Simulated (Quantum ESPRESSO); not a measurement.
# Ni3Pt: parallel and opposed starts, part 3 of 3

A self-consistent run ends on one state, which hangs on the start. Several orders of Ni3Pt are started in Quantum ESPRESSO and their energies compared.

Quantum ESPRESSO 7.5; LDA; plane waves with GBRV 1.5 LDA potentials, no spin-orbit coupling.

So far: The starting structure; Start 1: ferro +++; Run 2, typed as antiferro q=(0,0,1/2) +−+−+−; Run 3 (antiferro q=(1/2,1/2,1/2) +−+−+−).

## Step 5: Run 4, typed as antiferro q=(0,1/2,1/2) +−+−+−

The cell is doubled to 8 atoms to hold this order.

Contents of pw.py:

```python
from ase import Atoms
from ase.calculators.espresso import Espresso, EspressoProfile

atoms = Atoms(['Ni', 'Ni', 'Ni', 'Ni', 'Ni', 'Ni', 'Pt', 'Pt'],
    cell=[[3.62456679, 0.0, 0.0],
         [0.0, 7.24913358, 0.0],
         [0.0, 3.62456679, 3.62456679]],
    scaled_positions=[[0.5, 0.75, 0.5],
         [0.5, 0.25, 0.5],
         [0.0, 0.0, 0.5],
         [0.0, 0.5, 0.5],
         [0.5, 0.25, 0.0],
         [0.5, 0.75, 0.0],
         [0.0, 0.0, 0.0],
         [0.0, 0.5, 0.0]],
    pbc=True,
    magmoms=[1.0, -1.0, 1.0, -1.0, 1.0, -1.0, 0.0, 0.0])
input_data = {
    'control': {'calculation': 'scf', 'prefix': 'pwscf', 'outdir': './tmp', 'disk_io': 'nowf', 'tprnfor': True, 'tstress': True},
    'system': {'ecutwfc': 40.0, 'ecutrho': 280.0, 'nbnd': 85, 'occupations': 'smearing', 'smearing': 'fd', 'degauss': 0.00734986, 'nspin': 2},
    'electrons': {'conv_thr': 1.6e-08, 'electron_maxstep': 150, 'mixing_beta': 0.3},
}
atoms.calc = Espresso(
    profile=EspressoProfile(command='mpirun -n 2 pw.x -nk 2', pseudo_dir='pseudo'),
    pseudopotentials={'Ni': 'ni_lda_v1.4.uspp.F.UPF', 'Pt': 'pt_lda_v1.4.uspp.F.UPF'},
    input_data=input_data,
    kpts=(8, 4, 8),
    koffset=(0, 0, 0))
atoms.get_potential_energy()
energy = atoms.calc.results['free_energy']
print(f'free energy: {energy:.6f} eV')
print('site moments (muB):', atoms.get_magnetic_moments().round(3))
```

Started as:

```bash
> OMP_NUM_THREADS=1 python3 pw.py > pw.log
```

What it wrote:

```text
     [... lines left out ...]
free energy: -33753.322892 eV
site moments (muB): [ 0. -0.  0. -0.  0. -0. -0. -0.]
--- espresso.pwo ---
Program PWSCF v.7.5 starts
     [... lines left out ...]
     number of atoms/cell      =            8
     [... lines left out ...]
     number of electrons       =       140.00
     number of Kohn-Sham states=           85
     kinetic-energy cutoff     =      40.0000  Ry
     charge density cutoff     =     280.0000  Ry
     scf convergence threshold =      1.6E-08
     [... lines left out ...]
      4 Sym. Ops. (no inversion) found
     [... lines left out ...]
     number of k points=    65  Fermi-Dirac smearing, width (Ry)=  0.0073
     [... lines left out ...]
     iteration # 43     ecut=    40.00 Ry     beta= 0.30
     [... lines left out ...]
     Magnetic moment per site  (integrated on atomic sphere of radius R)
     atom   1 (R=0.292)  charge= 16.8723  magn=  0.0004
     atom   2 (R=0.292)  charge= 16.8723  magn= -0.0004
     atom   3 (R=0.292)  charge= 16.8719  magn=  0.0000
     atom   4 (R=0.292)  charge= 16.8724  magn= -0.0001
     atom   5 (R=0.292)  charge= 16.8723  magn=  0.0004
     atom   6 (R=0.292)  charge= 16.8723  magn= -0.0004
     atom   7 (R=0.292)  charge= 13.3876  magn= -0.0000
     atom   8 (R=0.292)  charge= 13.3883  magn= -0.0000
     [... lines left out ...]
     the Fermi energy is    18.9065 ev
!    total energy              =   -2480.82369192 Ry
     estimated scf accuracy    <          3.1E-09 Ry
     smearing contrib. (-TS)   =      -0.04390278 Ry
     [... lines left out ...]
     total magnetization       =    -0.00 Bohr mag/cell
     absolute magnetization    =     0.00 Bohr mag/cell
     convergence has been achieved in  43 iterations
     [... lines left out ...]
     Total force =     0.000036     Total SCF correction =     0.000093
     [... lines left out ...]
          total   stress  (Ry/bohr**3)                   (kbar)     P=     -178.86
     [... lines left out ...]
```

Run time: 24 min. Hardware: 2 MPI ranks of Arm Neoverse V1, shared host; peak memory 0.89 GiB.

Read from the output:

| Quantity | Value |
| --- | --- |
| smearing term TS | 0.5973 eV |
| pressure | -17.89 GPa |
| magnetization | 0 μB |
| absolute magnetization | 0 μB |
| final state | non-magnetic |
| largest moment | 0 μB |

## Step 6: Run 5, typed as no spin polarisation

Contents of pw.py:

```python
from ase import Atoms
from ase.calculators.espresso import Espresso, EspressoProfile

atoms = Atoms(['Ni', 'Ni', 'Ni', 'Pt'],
    cell=[[3.62456679, 0.0, 0.0],
         [0.0, 3.62456679, 0.0],
         [0.0, 0.0, 3.62456679]],
    scaled_positions=[[0.5, 0.0, 0.5],
         [0.0, 0.5, 0.5],
         [0.5, 0.5, 0.0],
         [0.0, 0.0, 0.0]],
    pbc=True)
input_data = {
    'control': {'calculation': 'scf', 'prefix': 'pwscf', 'outdir': './tmp', 'disk_io': 'nowf', 'tprnfor': True, 'tstress': True},
    'system': {'ecutwfc': 40.0, 'ecutrho': 280.0, 'nbnd': 45, 'occupations': 'smearing', 'smearing': 'fd', 'degauss': 0.00734986},
    'electrons': {'conv_thr': 8e-09, 'electron_maxstep': 150, 'mixing_beta': 0.3},
}
atoms.calc = Espresso(
    profile=EspressoProfile(command='mpirun -n 2 pw.x -nk 2', pseudo_dir='pseudo'),
    pseudopotentials={'Ni': 'ni_lda_v1.4.uspp.F.UPF', 'Pt': 'pt_lda_v1.4.uspp.F.UPF'},
    input_data=input_data,
    kpts=(8, 8, 8),
    koffset=(0, 0, 0))
atoms.get_potential_energy()
energy = atoms.calc.results['free_energy']
print(f'free energy: {energy:.6f} eV')
```

Started as:

```bash
> OMP_NUM_THREADS=1 python3 pw.py > pw.log
```

What it wrote:

```text
     [... lines left out ...]
free energy: -16876.661608 eV
--- espresso.pwo ---
Program PWSCF v.7.5 starts
     [... lines left out ...]
     number of atoms/cell      =            4
     [... lines left out ...]
     number of electrons       =        70.00
     number of Kohn-Sham states=           45
     kinetic-energy cutoff     =      40.0000  Ry
     charge density cutoff     =     280.0000  Ry
     scf convergence threshold =      8.0E-09
     [... lines left out ...]
     48 Sym. Ops., with inversion, found
     [... lines left out ...]
     number of k points=    35  Fermi-Dirac smearing, width (Ry)=  0.0073
     [... lines left out ...]
     iteration # 13     ecut=    40.00 Ry     beta= 0.30
     [... lines left out ...]
     the Fermi energy is    18.9065 ev
!    total energy              =   -1240.41185788 Ry
     estimated scf accuracy    <          3.3E-09 Ry
     smearing contrib. (-TS)   =      -0.02195141 Ry
     [... lines left out ...]
     convergence has been achieved in  13 iterations
     [... lines left out ...]
     Total force =     0.000000     Total SCF correction =     0.000000
     [... lines left out ...]
          total   stress  (Ry/bohr**3)                   (kbar)     P=     -179.75
     [... lines left out ...]
```

Wall time 29 s (2 MPI ranks); peak memory 0.24 GiB.

Read from the output:

```
smearing term TS : 0.2987 eV
pressure         : -17.98 GPa
final state      : non-magnetic (no spin polarisation)
```

## Step 7: Ranking

An order is kept where moments of 0.15 μB or more survive with the typed signs; meshes match where a doubled cell samples the same k points as the first cell.

Orders:

```
                           start    final state  typed order kept  energy over the lowest (meV a seeded atom)  largest site moment (μB)  net moment (μB a cell of the first run)  mesh matched  CPU time (s)
                       ferro +++  ferromagnetic               yes                                           0                    0.6444                                    2.146           yes           112
    antiferro q=(0,0,1/2) +-+-+-   non-magnetic                no                                       19.46                  0.002552                                 0.001468           yes          2873
antiferro q=(1/2,1/2,1/2) +-+-+-   non-magnetic                no                                       19.47                         0                                        0           yes          1086
  antiferro q=(0,1/2,1/2) +-+-+-   non-magnetic                no                                       19.47                         0                                        0           yes          2915
            no spin polarisation   non-magnetic                 -                                       19.42                         0                                        0           yes         57.28
```

## Step 8: Outcome

```
lowest state found    : ferromagnetic (from ferro +++)
largest site moment   : 0.644 μB
state without moments : 19.4 meV a seeded atom higher
```

At this level spin polarisation gains little. 3 starts lost their moments. Only these 5 starts were compared; other wavevectors, canted and longer-period orders were not. Energies are free energies at an electronic temperature of 1160 K, which lowers moments and differences where the moments are itinerant.

[Logs and program files are shortened in this print: banners, set-up blocks, solver, clock and traceback lines can be left out without a mark of their own.]

[Logs are printed without paths, hosts, clocks, repeated set-up lines and the standing remarks that a program may print on its own settings, such as how far it seeks lower states.]

[Hosts, paths, dates, database ids (printed as entryN), source tags and the programs' standing remarks are cut or masked in the printed files.]

[Where a cell is said to come from a database of computed structures, the database is the Materials Project.]
